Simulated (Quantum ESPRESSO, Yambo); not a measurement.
Planning a run of Yambo 5.3.0 on WS2 (Tungstenite). The input:

```
optics
bss
bse
em1s
dipoles
rim_cut
RandQpts= 1000000
RandGvec= 1 RL
Chimod= "HARTREE"
BSKmod= "SEX"
BSEmod= "resonant"
BSSmod= "d"
BSENGexx= 20 Ry
BSENGBlk= 4 Ry
% BSEQptR
 1 | 1 |
%
% BSEBands
 11 | 15 |
%
% BEnRange
 0 | 5 | eV
%
% BDmRange
 0.1 | 0.1 | eV
%
BEnSteps= 101
% BLongDir
 1 | 0 | 0 |
%
% BndsRnXs
 5 | 25 |
%
NGsBlkXs= 4 Ry
% LongDrXs
 1 | 1 | 1 |
%
% KfnQP_E
 0.534 | 1.0 | 1.0 |
%
WRbsWF
FFTGvecs= 30 Ry
```

```sh
OMP_NUM_THREADS=1 mpirun -n 4 yambo -F bse9.in -J bse9 -C bse9 > bse9.log
```

The stored states that it reads are on a 8×8×8 mesh. The structure is trigonal, space group R3m (No. 160). The conventional cell has a = 3.158 Å, b = 3.158 Å, c = 18.490 Å, α = 90.00°, β = 90.00°, γ = 120.00°. W has 6 S at 2.40 Å nearest. Nearest to S lie 3 W at 2.40 Å. Nearest to S lie 3 W at 2.40 Å. Farther neighbours and most contacts between anions are not listed.

Q: How long will it take on 4 MPI ranks of Arm Neoverse V1, shared host, and how much memory?

It took 5.2 min; on shared hardware allow 2.6 min to 10 min. Peak host memory was 1.9 GiB.

The kernel grows as the square of the matrix size, and full diagonalisation as its cube.

[Paths, hosts, dates, memory and timing lines, banners, echoed tables and standing remarks are left out of the program output.]

[Logs are printed without paths, hosts, clocks, repeated set-up lines and the standing remarks that a program may print on its own settings, such as how far it seeks lower states.]

[Runs of the session that timed out or met a known fault of the program may be left out.]

[Hosts, paths, dates, database ids (printed as entryN), source tags and the programs' standing remarks are cut or masked in the printed files.]
